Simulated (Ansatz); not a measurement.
# HfO2 (Fm-3m): following an unstable mode, part 3 of 3

Aim: this structure of HfO2 (Fm-3m) is to be tested for unstable modes, and one is followed downhill.

Ansatz 0.2.0; DFT LDA, scalar-relativistic, plane waves, PAW; PAW set soft_1.

So far. Step 5 (Energy along the mode, all amplitudes (two of the runs …): The lowest of the steps tried is at 0.22 Å, 16.0 meV/atom below the parent; the bottom of the well need not coincide with a step. Step 7 (The new phase in its own primitive cell): The largest force component left is 0.23 meV/Å and the pressure is 0.008 GPa, within the tolerances set. The cell now holds 10.64 Å³/atom. The relaxed cell has a = 3.537, c = 5.103 Å (conventional setting).

### 8. Modes of the new phase, k-mesh 6×6×6

A relaxed structure may still be a saddle point, so its zone-centre modes are computed. The response to a homogeneous field gives the Born charges and the dielectric tensor.

File input.yaml:

```yaml
crystal:
  lattice:
    - [3.5373926512, 0.0, 0.0]
    - [0.0, 3.5373926512, 0.0]
    - [0.0, 0.0, 5.103383311]
  atoms:
    - { symbol: Hf, position: [0.0, 0.0, 0.0] }
    - { symbol: Hf, position: [0.5, 0.5, 0.5] }
    - { symbol: O, position: [0.0, 0.5, 0.7035929502] }
    - { symbol: O, position: [0.5, 0.0, 0.2964070498] }
    - { symbol: O, position: [0.0, 0.5, 0.2035929502] }
    - { symbol: O, position: [0.5, 0.0, 0.7964070498] }
kpoints:
  mp_grid: { grid: [6, 6, 6] }
hamiltonian:
  xc: lda
  pseudopotentials: { kind: paw, azcp: { folder: soft_1 }, xc_functional: pbe }
scf:
  occupations: { method: fixed }
output:
  eigenvalues: true
phonons:
  method: dfpt
  dielectric: true
  rigid_motions: translations
```

The run is started by

```sh
$ ansatz run input.yaml --threads 4 --pin off --max-ram 10240MiB --backend cpu --events-out ev --progress --plain --runs-dir out
```

Numbers of over 12 decimals in the logs are rounded to 6 here.

Log:

```text
[...]
Crystal: 6 atoms, lattice volume = 63.859 Å³
Basis set: ecut = 420 eV, 1253 PW (Γ), exchange–correlation on 48×48×72 points (8 copies of the dense FFT grid, shifted against one another)
Bands: 46, of which v1, the nominal top of the filled ones, is band 38 counted from 1 (37 counted from 0)
Symmetry: 16 space group operations
k-points: 112 of 216 (irreducible under 1 space group operation, time reversal used)
[...]
SCF iter   1: F=—  HF=-33188.897785 eV  |F-HF|=—  |Δ(HF+E_count)|=         —  Δρ=9.27e-2  dr2=4.30e0  ethr=3.10e-3  ⟨swp⟩=4.4  Hψ=14365  notcnv=0  defer=485
[...]
SCF iter  11: F=-33187.371493 eV  HF=-33187.371493 eV  |F-HF|=7.28e-12  |Δ(HF+E_count)|=  1.02e-10  Δρ=1.44e-7  dr2=8.58e-12  ethr=1.00e-12  ⟨swp⟩=15.2  Hψ=36162  notcnv=0
SCF 1 converged in 11 iterations: F = -33187.371493 eV  dr2 = 8.58e-12
[...]
DFPT response loops at Γ: preconditioner auto → Resta (q_TF=auto, 2.809 Å⁻¹)  ε∞=3.7 (no band partly filled); β = 1.00, the filter's whole step (`scf.mixing.beta` (0.50) is not read by the response loops at its default; to damp them type it under 1.00, their step now; it binds the ground state too); Broyden in place of MSR1
── the response to a field inside a basis, on 6×6×6 k-points: an SCF that follows is theirs, and a resumed run solves both again ──
Bands: 39, of which v1, the nominal top of the filled ones, is band 38 counted from 1 (37 counted from 0)
k-points: 18 of 216
[...]
Eigensolver: Dense (18 Hₖ)
SCF iter   1: F=—  HF=-33187.315994 eV  |F-HF|=—  |Δ(HF+E_count)|=         —  Δρ=4.40e-4  dr2=2.54e-5  ethr=1.00e-1
[...]
SCF iter   5: F=-33187.315981 eV  HF=-33187.315981 eV  |F-HF|=4.19e-9  |Δ(HF+E_count)|=   1.81e-8  Δρ=5.84e-6  dr2=1.37e-8  ethr=1.22e-10
SCF 1 converged in 5 iterations: F = -33187.315981 eV  dr2 = 1.37e-8
[...]
DFPT response loops at Γ: preconditioner auto → none (the input reference at scf.mixing.eps_inf says where Resta's filter doesn't serve); β = 0.50; Broyden in place of MSR1
SCF converged after 11 iterations
Free energy (F): -33187.371493 eV
[...]
Internal energy: -33187.371493 eV  (E = F + TS)
E sigma→0 (E₀):  -33187.371493 eV
Fermi energy:    14.134694 eV
[...]
--- Band table (eV; the first three rows and the last of 112) ---
  k-point 0: bands = [... 34 lower, 13.5840, 13.9904, 14.0007, 14.0007, 18.6199, 18.6704, 19.8092, 20.2494, ... 4 higher]
  k-point 1: bands = [... 34 lower, 13.0511, 13.5787, 14.0204, 14.0204, 18.7578, 18.7783, 19.8271, 20.1185, ... 4 higher]
  k-point 2: bands = [... 34 lower, 13.3805, 13.3805, 14.0579, 14.0579, 19.0068, 19.1857, 19.7850, 19.8413, ... 4 higher]
  k-point 111: bands = [... 34 lower, 12.7047, 12.7047, 14.1347, 14.1347, 20.0042, 20.0042, 20.1874, 20.1874, ... 4 higher]
--- Phonons (Γ-DFPT): 5 representative perturbations + reference, on 112 of 216 k-points (Σ response iterations 22) ---
  k mesh reduced under 1 symmetry operation, with k and −k counted as one. Each operation leaves every solved perturbation unchanged. A smaller set is not considered because the run solves the response to a homogeneous field
  ASR residual: 7.106e-5 → 0.000e0 eV/Å²; symmetrization residual: 2.987e-6 eV/Å²
  ASR residual per site (eV/Å²): 4.37e-5 4.37e-5 7.11e-5 7.11e-5 7.11e-5 7.11e-5
  Γ frequencies (cm⁻¹): 0.00 0.00 0.00 102.39 102.39 104.63 104.63 232.52 293.16 323.02 459.81 459.81 465.27 465.27 605.84 669.93 676.21 676.21
  ε∞ (high-frequency dielectric tensor):
        5.373235     0.000000     0.000000
        0.000000     5.373235     0.000000
        0.000000     0.000000     4.898247
  ε⁰ (static dielectric tensor: ions relaxed, cell fixed):
       76.177250     0.000000    -0.000000
        0.000000    76.177250     0.000000
       -0.000000     0.000000    18.069404
  ε⁰ − ε∞ (ionic part):
       70.804015     0.000000    -0.000000
        0.000000    70.804015     0.000000
       -0.000000     0.000000    13.171157
  softest optical mode at Γ: 102.39 cm⁻¹; the repairs (sum rule, projections) moved no ω² at Γ by more than (1.46 cm⁻¹)²
  Born effective charges Z* (e; rows j = field, columns β = displacement):
    site 0:
         5.56806   -0.00000   -0.00000
        -0.00000    5.56806    0.00000
        -0.00000   -0.00000    4.91904
    site 1:
         5.56806   -0.00000    0.00000
        -0.00000    5.56806   -0.00000
         0.00000    0.00000    4.91904
    site 2:
        -3.41148    0.00000   -0.00000
        -0.00000   -2.15658    0.00000
        -0.00000    0.00000   -2.45952
    site 3:
        -2.15658   -0.00000   -0.00000
         0.00000   -3.41148   -0.00000
         0.00000    0.00000   -2.45952
    site 4:
        -2.15658   -0.00000    0.00000
         0.00000   -3.41148    0.00000
         0.00000   -0.00000   -2.45952
    site 5:
        -3.41148    0.00000   -0.00000
        -0.00000   -2.15658   -0.00000
         0.00000    0.00000   -2.45952
  Z* charge neutrality: 7.815e-4 e pre-enforcement
  solved inside a basis spanned on kpoints, on 6×6×6 k-points, its susceptibility summed on 10×10×8: ε∞ is read to err by 1.4e-2, Z* by 2.7e-2 e (field_mesh: kpoints solves on kpoints); Z* is corrected for what the basis lacks
  optical modes at Γ without the LO–TO term, one row a degenerate level:
      ω (cm⁻¹)  modes    IR ((D/Å)²/amu)
        102.39      2            41.1174
        104.63      2             0.0000
        232.52      1             0.0000
        293.16      1             0.0000
        323.02      1            41.1476
        459.81      2             0.0000
        465.27      2            68.8685
        605.84      1             0.0000
        669.93      1             0.0000
        676.21      2             0.0000
  optical modes at Γ + LO–TO along q̂ = [1.0000, 0.0000, 0.0000]:
      ω (cm⁻¹)  modes    IR ((D/Å)²/amu)
        102.39      1            20.5587
        104.63      2             0.0000
        232.52      1             0.0000
[...]
optical modes at Γ + LO–TO along q̂ = [0.0000, 1.0000, 0.0000]:
      ω (cm⁻¹)  modes    IR ((D/Å)²/amu)
[...]
676.21      2             0.0000
        710.69      1            52.0293
  optical modes at Γ + LO–TO along q̂ = [0.0000, 0.0000, 1.0000]:
      ω (cm⁻¹)  modes    IR ((D/Å)²/amu)
        102.39      2            41.1174
        104.63      2             0.0000
        232.52      1             0.0000
        293.16      1             0.0000
        459.81      2             0.0000
        465.27      2            68.8685
        605.84      1             0.0000
        620.41      1            41.1476
        669.93      1             0.0000
        676.21      2             0.0000
```

The job ended after 85 s (4 threads of Arm Neoverse V2, shared host; peak memory 1.5 GiB).

Numbers from this step:

| Quantity | Value |
| --- | --- |
| sum-rule residual before enforcement | 7.11e-5 eV/Å² |
| miss of the charge sum rule | 7.82e-4 e |
| estimated error of the dielectric tensor | 0.01433 |
| estimated error of the Born charges | 0.02707 e |
| point group | 4/mmm |
| highest optical mode at the zone centre (no LO-TO term) | 676.2 cm⁻¹ |
| lowest optical zone-centre mode | 102.4 cm⁻¹ |
| mean high-frequency dielectric constant | 5.215 |
| largest Born charge (third of the trace) | 5.352 e |
| mean static dielectric constant | 56.81 |
| top of the zone-centre spectrum with the field | 710.7 cm⁻¹ |

Without the LO-TO term. Patterns of degenerate modes are one choice out of their space. The modes at Γ (shares of kinetic energy by element, %):

```csv
mode,frequency (cm⁻¹),symmetry,Hf %,O %
1,0.0,acoustic,85,15
2,0.0,acoustic,85,15
3,0.0,acoustic,85,15
4,102.4,Eu,9,91
5,102.4,Eu,9,91
6,104.6,Eg,98,2
7,104.6,Eg,98,2
8,232.5,B1g,97,3
9,293.2,A1g,0,100
10,323.0,A2u,15,85
11,459.8,Eg,0,100
12,459.8,Eg,0,100
13,465.3,Eu,6,94
14,465.3,Eu,6,94
15,605.8,B1g,3,97
16,669.9,B2u,0,100
17,676.2,Eg,1,99
18,676.2,Eg,1,99
```

Displacements in mode 5 (102.4 cm⁻¹), the largest set to 1:
```
Hf1 -0.09  0.00  0.00
Hf2 -0.09  0.00  0.00
O3   0.04 -0.03  0.00
O4   1.00  0.00  0.00
O5   1.00  0.00  0.00
O6   0.04 -0.03  0.00
```

Displacements in mode 14 (465.3 cm⁻¹), the largest set to 1:
```
Hf1 -0.08  0.00  0.00
Hf2 -0.08  0.00  0.00
O3   1.00  0.00  0.00
O4  -0.12  0.04  0.00
O5  -0.12  0.04  0.00
O6   1.00  0.00  0.00
```

Optical modes at the zone centre, without and with the macroscopic field of the longitudinal modes; each column is sorted by frequency, so a row need not hold one and the same mode. Modes with and without the field, by row:

```csv
rank among optical modes,no field (cm⁻¹),"q along (1, 0, 0) (cm⁻¹)","q along (0, 0, 1) (cm⁻¹)"
1,102.4,102.4,102.4
2,102.4,104.6,102.4
3,104.6,104.6,104.6
4,104.6,232.5,104.6
5,232.5,252.4,232.5
6,293.2,293.2,293.2
7,323,323,459.8
8,459.8,459.8,459.8
9,459.8,459.8,465.3
10,465.3,465.3,465.3
11,465.3,605.8,605.8
12,605.8,669.9,620.4
13,669.9,676.2,669.9
14,676.2,676.2,676.2
15,676.2,710.7,676.2
```

Born charge (rows field, columns displacement) (e), principal values of the symmetric part by kind of site:

```csv
atom,atoms with these values,low,middle,high,mean
Hf1,2,4.92,5.57,5.57,5.35
O3,4,-3.41,-2.46,-2.16,-2.68
```

In full for O3:

```
-3.41  0.00  0.00
 0.00 -2.16  0.00
 0.00  0.00 -2.46
```

High-frequency dielectric tensor:

```
5.37 0.00 0.00
0.00 5.37 0.00
0.00 0.00 4.90
```

Static dielectric tensor (ions relaxed, fixed cell):

```
76.18  0.00  0.00
 0.00 76.18  0.00
 0.00  0.00 18.07
```

Transverse modes. Infrared lines, with heights relative to the strongest:

```csv
position (cm⁻¹),label,relative intensity
102,Eu,60
105,Eg,0.0
232,B1g,0.0
293,A1g,0.0
323,A2u,60
460,Eg,0.0
465,Eu,100
606,B1g,0.0
670,B2u,0.0
676,Eg,0.0
```

Before it was imposed, the acoustic sum rule was missed by 7.1e-5 eV/Å² and the charge sum rule by 7.8e-4 e. Small misses are needed for a sound result but don't prove that mesh and cutoff are converged. The lowest optical mode is real, 102 cm⁻¹.

### 9. The phases reached

The phases reached along the modes that were followed are set side by side.

Energies are those of the first relaxation, on the mesh of the frozen mode; space group, volume and gap are those of the last relaxation. Phases, by row:

```csv
mode frozen in,space group,energy from parent (meV/atom),volume (Å³/atom),gap on mesh (eV),lowest zone-centre optical mode (cm⁻¹),largest shift (Å)
parent,Fm-3m,0,10.43,3.661,–,–
"q = (0, -0.5, -0.5), 218i cm⁻¹",P4_2/nmc,-21.88,10.64,4.485,102.4,0.237
```

### 10. Results

| Item | Value |
| --- | --- |
| unstable mode of the parent | q = (0, -0.5, -0.5), 218i cm⁻¹ |
| depth at the lowest point sampled | 16.0 meV/atom |
| largest atomic shift at that point | 0.22 Å |
| space group reached (within 0.01 Å) | P4_2/nmc |
| energy gained over the parent (first relaxation, on the mesh of the frozen mode) | 21.9 meV/atom |
| volume per atom, phase reached | 10.6 Å³ |
| gap on the k-mesh, phase reached | 4.49 eV |
| lowest optical zone-centre mode, phase reached | 102 cm⁻¹ |
| highest optical mode at the zone centre (no LO-TO term), phase reached | 676 cm⁻¹ |

What this shows: Along this mode the structure falls into P4_2/nmc, 21.9 meV/atom below the parent. At the parent's cell the well is 16.02 meV/atom deep on the steps tried, with its lowest point at a shift of 0.22 Å. Relaxing atoms and cell changes the gain by +5.86 meV/atom against the lowest step (energies at zero smearing). The new phase has no imaginary mode at the zone centre of its cell; other wavevectors were not checked. Each path keeps the symmetry of its pattern, so a lower phase may lie along a pattern not tried. The program warns that the interpolation holds no quadrupole term, so branches close to Γ can be off in this crystal. Spin-orbit coupling is left out, which can matter for the heavy elements here. The PAW files were made for PBE and serve the other functionals too.

[Logs are printed without paths, hosts, clocks, repeated set-up lines and the standing remarks that a program may print on its own settings, such as how far it seeks lower states.]

[Hosts, paths, dates, database ids (printed as entryN), source tags and the programs' standing remarks are cut or masked in the printed files.]
